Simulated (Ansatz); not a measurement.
# Ni wire along [100], 16 atoms a period: bands by functional and under strain, part 3 of 5

What gap, if any, does the Ni wire along [100], 16 atoms a period have, and how does it change with the functional and under strain?

Ansatz 0.2.0; DFT PBE, plane waves, PAW; relaxation of a wire's period (the session's first sound run).

So far, absolute moment (μB): step 2 (relaxing the period, PBE) 12.8; step 3 (the perfect wire, PBE) 12.8; step 4 (levels at the same atoms, k-mesh 1×1×25, LDA PBE) 12.1; step 5 (levels at the same atoms, k-mesh 1×1×25 (run 2), PBEsol PBE) 12.7.

## (6) Another level of theory

This step: DFT r2SCAN, plane waves, PAW; bands of a perfect wire at the PBE geometry (Ansatz 0.2.0).

The atoms stay at the PBE geometry and the functional changes. r2SCAN also reads the kinetic-energy density; it often gives larger moments and wider gaps than PBE, at a higher cost.

input.yaml

```yaml
crystal:
  lattice:
    - [13.84, 0.0, 0.0]
    - [0.0, 12.08, 0.0]
    - [0.0, 0.0, 2.4238224731]
  atoms:
    - { symbol: Ni, position: [0.215564183, 0.406887617, 0.0], spin: 0.8 }
    - { symbol: Ni, position: [0.322396368, 0.249492111, 0.0], spin: 0.77 }
    - { symbol: Ni, position: [0.304514778, 0.578091262, 0.0], spin: 0.74 }
    - { symbol: Ni, position: [0.520782534, 0.416698025, 0.0], spin: 0.71 }
    - { symbol: Ni, position: [0.512957695, 0.755362467, 0.0], spin: 0.74 }
    - { symbol: Ni, position: [0.627249477, 0.25246354, 0.0], spin: 0.73 }
    - { symbol: Ni, position: [0.618910224, 0.589975467, 0.0], spin: 0.72 }
    - { symbol: Ni, position: [0.828446994, 0.433961875, 0.0], spin: 0.74 }
    - { symbol: Ni, position: [0.36606219, 0.414512797, 0.5], spin: 0.68 }
    - { symbol: Ni, position: [0.361206695, 0.74020036, 0.5], spin: 0.76 }
    - { symbol: Ni, position: [0.474391194, 0.246141869, 0.5], spin: 0.7 }
    - { symbol: Ni, position: [0.463092861, 0.583741494, 0.5], spin: 0.76 }
    - { symbol: Ni, position: [0.676111298, 0.423014456, 0.5], spin: 0.79 }
    - { symbol: Ni, position: [0.664770323, 0.755287663, 0.5], spin: 0.75 }
    - { symbol: Ni, position: [0.780071249, 0.267420604, 0.5], spin: 0.74 }
    - { symbol: Ni, position: [0.772142457, 0.595357666, 0.5], spin: 0.74 }
magnetization:
  spin_polarized: true
kpoints:
  mp_grid: { grid: [1, 1, 25] }
  band_path: { path: ["Γ", Z], npoints: 50 }
scf:
  occupations: { method: fermi_dirac, width: 0.05 }
hamiltonian:
  xc: r2scan
```

On the command line:

```console
> ansatz run input.yaml --threads 4 --pin off --max-ram 16384MiB --backend cpu --events-out ev --progress --plain --runs-dir out
```

Numbers of over 12 decimals in the logs are rounded to 6 here.

The log of the run:

```text
Engine: ansatz 0.2.0, aarch64-unknown-linux-gnu
Pseudopotentials: kind: paw
Pseudopotential: Ni, paw, valence charge 18, recommended cutoff 500 eV (meta_gga), Ni.paw.azcp
Functional definition: r2SCAN
  parameter k0 = 0.174
  parameter k1 = 0.065
  parameter a1 = 4.9479
  exchange = r2scan_x(k0 = k0, k1 = k1, a1 = a1)
  correlation = r2scan_c
Crystal: 16 atoms, lattice volume = 405.232 Å³
Basis set: ecut = 500 eV, 10375 PW (Γ), exchange–correlation on 432×360×72 points (64 copies of the dense FFT grid, shifted against one another)
Bands: 180, of which v1, the nominal top of the filled ones, is band 144 counted from 1 (143 counted from 0)
Symmetry: 2 space group operations
Space group: Pm (ITA 6), of the structure as read, at distance tolerance 7.4e-5 Å
Magnetic group: BNS 6.18 (UNI 25), of the structure as read, at distance tolerance 7.4e-5 Å
k-points: 13 of 25
Non-local potential: Ni, projectors of the file, l = 0: 3, l = 1: 2, l = 2: 3, l = 3: 1
PAW form: soft (Blöchl's): semilocal exchange-correlation on the pseudo side does not see the compensation charge
PAW frozen core: Ni, regenerated for the run's functional (the file was generated under x = pbe(κ = 0.804, μ = 0.219515), c = pbe(β = 0.066725))
PAW one-centre angular grid: Ni, 590 points (default); XC on 160 Gauss nodes
Initial density: superposition of atomic densities (neutral atoms: chi_scale 0, normalization atom)
Starting moments: Σ|m| = 11.87 μB on 16 of 16 sites
Initial wavefunctions: pseudopotential atomic-orbital guess
Functional: x = r2scan, c = r2scan; τ floored in thin density (d = 2e-4 eV/Å³)
SCF iter   1: F=—  HF=-93493.496422 eV  |F-HF|=—  |Δ(HF+E_count)|=         —  Δρ=3.14e-2 (↑3.14e-2 ↓2.62e-2)  dr2=2.17e1  dr2_τ=1.09e-1  dr2_m=2.06e0  M=13.369 μB ∫|m|=14.160 μB  β_m=1.00  ethr=3.10e-3  ⟨swp⟩=7.3  Hψ=20077  notcnv=0  defer=278
Mixer restart at iter 1: flushing history
preconditioner: auto → LDOS  [metal: Δε(μ)=0.001 eV  Ē_g=7.190 eV  σ=0.050 eV  W_gap=0.00  n_scr=86 (ndim 8)  ℏωp=23.3 eV  f_vac=0.473  D(μ)=37.37/eV (n_scr^D=480)]
spin=Collinear: LDOS preconditioning applied to the charge; magnetization (m = ρ↑ − ρ↓) channel mixes plain (no charge-response kernel on spin).
SCF iter   2: F=—  HF=-93497.318004 eV  |F-HF|=—  |Δ(HF+E_count)|=    3.82e0  Δρ=1.92e-2 (↑1.92e-2 ↓1.47e-2)  dr2=5.60e0  dr2_τ=2.25e-2  dr2_m=6.07e-2  M=13.121 μB ∫|m|=14.790 μB  β_m=1.00  ethr=3.10e-3  ⟨swp⟩=3.2  Hψ=8144  notcnv=0  defer=481  κ⁻¹=1.0e0(r=1)
SCF iter   3: F=—  HF=-93505.132741 eV  |F-HF|=—  |Δ(HF+E_count)|=    7.81e0  Δρ=9.21e-3 (↑9.21e-3 ↓7.87e-3)  dr2=1.49e0  dr2_τ=8.35e-3  dr2_m=1.88e-2  M=13.152 μB ∫|m|=15.372 μB  β_m=1.00  ethr=1.94e-3  ⟨swp⟩=3.3  Hψ=7161  notcnv=0  defer=494  κ⁻¹=1.1e-1(r=2)
[...]
SCF iter   7: F=—  HF=-93512.905694 eV  |F-HF|=—  |Δ(HF+E_count)|=   9.63e-2  Δρ=5.56e-3 (↑2.56e-3 ↓5.56e-3)  dr2=1.93e-1  dr2_τ=1.93e-4  dr2_m=1.05e-2  M=12.665 μB ∫|m|=15.480 μB  β_m=1.00  ethr=1.74e-5  ⟨swp⟩=2.3  Hψ=8920  notcnv=0  defer=519  κ⁻¹=1.4e-3(r=4)
SCF iter   8: F=—  HF=-93512.869993 eV  |F-HF|=—  |Δ(HF+E_count)|=   3.57e-2  Δρ=1.14e-3 (↑8.69e-4 ↓1.14e-3)  dr2=8.21e-3  dr2_τ=9.72e-5  dr2_m=1.82e-3  M=12.737 μB ∫|m|=15.545 μB  β_m=1.00  ethr=1.74e-5  ⟨swp⟩=2.0  Hψ=8740  notcnv=0  defer=520  κ⁻¹=6.1e-4(r=5)
SCF iter   9: F=—  HF=-93512.940279 eV  |F-HF|=—  |Δ(HF+E_count)|=         —  Δρ=4.88e-3 (↑6.70e-4 ↓4.88e-3)  dr2=1.78e-2  dr2_τ=3.60e-4  dr2_m=2.28e-2  M=12.753 μB ∫|m|=15.527 μB  β_m=1.00  ethr=2.85e-6  ⟨swp⟩=2.0  Hψ=7852  notcnv=0  defer=520  κ⁻¹=6.1e-4(r=5)
[...]
iteration 40: the SCF's residuals had fallen too slowly under its mixing. It goes on by minimising its free energy, and can end on another state than longer mixing would; under `scf.algorithm: density_mixing` no SCF does so, but by `scf.convergence.dm_fallback`
SCF iter  41: F=—  HF=-93512.919404 eV  |F-HF|=—  |Δ(HF+E_count)|=   1.33e-3  Δρ=2.07e-4 (↑8.80e-5 ↓2.07e-4)  dr2=2.77e-4  dr2_τ=7.71e-7  dr2_m=3.44e-5  M=12.921 μB ∫|m|=15.632 μB  ethr=1.55e-8  ⟨swp⟩=7.8  Hψ=31278  notcnv=0
SCF iter  42: F=—  HF=-93512.920128 eV  |F-HF|=—  |Δ(HF+E_count)|=   7.24e-4  Δρ=1.68e-4 (↑3.30e-5 ↓1.68e-4)  dr2=3.75e-4  dr2_τ=3.89e-7  dr2_m=2.05e-5  M=12.932 μB ∫|m|=15.642 μB  ethr=1.55e-8  ⟨swp⟩=6.7  Hψ=22230  notcnv=0
SCF iter  43: F=—  HF=-93512.920152 eV  |F-HF|=—  |Δ(HF+E_count)|=   2.40e-5  Δρ=4.54e-5 (↑9.17e-6 ↓4.54e-5)  dr2=1.72e-5  dr2_τ=2.32e-8  dr2_m=1.43e-6  M=12.934 μB ∫|m|=15.641 μB  ethr=1.55e-8  ⟨swp⟩=4.7  Hψ=17137  notcnv=0
SCF iter  44: F=—  HF=-93512.920152 eV  |F-HF|=—  |Δ(HF+E_count)|=   1.03e-7  Δρ=1.28e-5 (↑2.31e-6 ↓1.28e-5)  dr2=2.09e-6  dr2_τ=1.86e-9  dr2_m=1.20e-7  M=12.934 μB ∫|m|=15.641 μB  ethr=5.97e-9  ⟨swp⟩=2.1  Hψ=11303  notcnv=0
SCF iter  45: F=—  HF=-93512.920152 eV  |F-HF|=—  |Δ(HF+E_count)|=   1.21e-7  Δρ=1.02e-5 (↑1.78e-6 ↓1.02e-5)  dr2=1.02e-6  dr2_τ=1.03e-9  dr2_m=6.90e-8  M=12.934 μB ∫|m|=15.641 μB  ethr=7.25e-10  ⟨swp⟩=2.5  Hψ=11640  notcnv=0
SCF iter  46: F=—  HF=-93512.920152 eV  |F-HF|=—  |Δ(HF+E_count)|=   1.41e-8  Δρ=4.83e-6 (↑6.42e-7 ↓4.83e-6)  dr2=3.40e-7  dr2_τ=2.46e-10  dr2_m=1.74e-8  M=12.934 μB ∫|m|=15.641 μB  ethr=3.56e-10  ⟨swp⟩=1.2  Hψ=9647  notcnv=0
SCF iter  47: F=—  HF=-93512.920152 eV  |F-HF|=—  |Δ(HF+E_count)|=   2.66e-8  Δρ=2.60e-6 (↑3.43e-7 ↓2.60e-6)  dr2=7.55e-8  dr2_τ=7.77e-11  dr2_m=5.29e-9  M=12.934 μB ∫|m|=15.641 μB  ethr=3.47e-11  ⟨swp⟩=2.4  Hψ=13713  notcnv=0
SCF iter  48: F=—  HF=-93512.920152 eV  |F-HF|=—  |Δ(HF+E_count)|=  1.46e-10  Δρ=2.07e-6 (↑2.40e-7 ↓2.07e-6)  dr2=5.21e-8  dr2_τ=4.61e-11  dr2_m=3.20e-9  M=12.934 μB ∫|m|=15.641 μB  ethr=2.62e-11  ⟨swp⟩=1.0  Hψ=9493  notcnv=0
SCF iter  49: F=-93512.920152 eV  HF=-93512.920152 eV  |F-HF|=7.16e-9  |Δ(HF+E_count)|=   1.32e-9  Δρ=9.72e-7 (↑1.81e-7 ↓9.72e-7)  dr2=7.71e-9  dr2_τ=9.01e-12  dr2_m=6.23e-10  M=12.934 μB ∫|m|=15.641 μB  ethr=1.81e-11  ⟨swp⟩=2.0  Hψ=12103  notcnv=0
SCF iter  50: F=-93512.920152 eV  HF=-93512.920152 eV  |F-HF|=7.33e-9  |Δ(HF+E_count)|=  1.46e-11  Δρ=9.79e-7 (↑1.98e-7 ↓9.79e-7)  dr2=7.87e-9  dr2_τ=9.16e-12  dr2_m=6.18e-10  M=12.934 μB ∫|m|=15.641 μB  ethr=2.68e-12  ⟨swp⟩=2.0  Hψ=13905  notcnv=0
SCF 1 converged in 50 iterations: F = -93512.920152 eV  dr2 = 7.87e-9
[...]
```

The job ended after 51 min (4 threads of Arm Neoverse V1, shared host; peak memory 6.9 GiB).

The run was cut off at the time limit after its SCF cycle had converged; no result of it is taken.

## (7) Another level of theory, k-mesh 1×1×25

This step: DFT PBE, plane waves, PAW; bands of a perfect wire at the PBE geometry (Ansatz 0.2.0).

The same atoms without spin show what the magnetic order does to the bands. Against the first PBE run of this kind, the mesh along the wire has 25 points against 34.

input.yaml

```yaml
crystal:
  lattice:
    - [13.84, 0.0, 0.0]
    - [0.0, 12.08, 0.0]
    - [0.0, 0.0, 2.4238224731]
  atoms:
    - { symbol: Ni, position: [0.215564183, 0.406887617, 0.0] }
    - { symbol: Ni, position: [0.322396368, 0.249492111, 0.0] }
    - { symbol: Ni, position: [0.304514778, 0.578091262, 0.0] }
    - { symbol: Ni, position: [0.520782534, 0.416698025, 0.0] }
    - { symbol: Ni, position: [0.512957695, 0.755362467, 0.0] }
    - { symbol: Ni, position: [0.627249477, 0.25246354, 0.0] }
    - { symbol: Ni, position: [0.618910224, 0.589975467, 0.0] }
    - { symbol: Ni, position: [0.828446994, 0.433961875, 0.0] }
    - { symbol: Ni, position: [0.36606219, 0.414512797, 0.5] }
    - { symbol: Ni, position: [0.361206695, 0.74020036, 0.5] }
    - { symbol: Ni, position: [0.474391194, 0.246141869, 0.5] }
    - { symbol: Ni, position: [0.463092861, 0.583741494, 0.5] }
    - { symbol: Ni, position: [0.676111298, 0.423014456, 0.5] }
    - { symbol: Ni, position: [0.664770323, 0.755287663, 0.5] }
    - { symbol: Ni, position: [0.780071249, 0.267420604, 0.5] }
    - { symbol: Ni, position: [0.772142457, 0.595357666, 0.5] }
kpoints:
  mp_grid: { grid: [1, 1, 25] }
  band_path: { path: ["Γ", Z], npoints: 50 }
scf:
  occupations: { method: fermi_dirac, width: 0.05 }
hamiltonian:
  xc: pbe
```

The log of the run:

```text
[...]
Crystal: 16 atoms, lattice volume = 405.232 Å³
Basis set: ecut = 420 eV, 7851 PW (Γ)
Bands: 173, of which v1, the nominal top of the filled ones, is band 144 counted from 1 (143 counted from 0)
Symmetry: 2 space group operations
[...]
k-points: 13 of 25
[...]
--- Band table (eV; the first three rows and the last of 13) ---
  k-point 0: bands = [... 140 lower, 4.9505, 4.9824, 5.0007, 5.0265, 5.0503, 5.0523, 5.0843, 5.1058, ... 25 higher]
  k-point 1: bands = [... 140 lower, 4.9401, 4.9534, 4.9903, 5.0052, 5.0218, 5.0461, 5.0758, 5.0827, ... 25 higher]
  k-point 2: bands = [... 140 lower, 4.8962, 4.9340, 4.9725, 4.9830, 5.0139, 5.0315, 5.0388, 5.0626, ... 25 higher]
  k-point 12: bands = [... 140 lower, 5.2001, 5.2051, 5.2965, 5.3472, 6.4936, 6.5349, 6.8612, 6.8758, ... 25 higher]
[key lines of the parts left out:]
SCF converged after 17 iterations
Free energy (F): -93424.042433 eV
Fermi energy:    5.090281 eV
```

Run time: 2.7 min. Hardware: 4 threads; peak memory 2.9 GiB; 11 min of CPU time.

Electronic bands along the path, in eV, zero at the Fermi level; # counts the bands kept:

```
  point    #61    #62    #63    #64    #65   #66   #67   #68
      Γ  -0.09  -0.06  -0.04  -0.04  -0.01  0.02  0.05  0.05
halfway  -0.10  -0.06  -0.04  -0.01   0.02  0.05  0.07  0.33
      Z   0.21   0.26   1.64   1.67   1.75  1.83  1.96  2.05
```

Bands cross the Fermi level, as under PBE at the relaxed period.

(Continued in part 4 of 5.)

[Logs are printed without paths, hosts, clocks, repeated set-up lines and the standing remarks that a program may print on its own settings, such as how far it seeks lower states.]

[Hosts, paths, dates, database ids (printed as entryN), source tags and the programs' standing remarks are cut or masked in the printed files.]
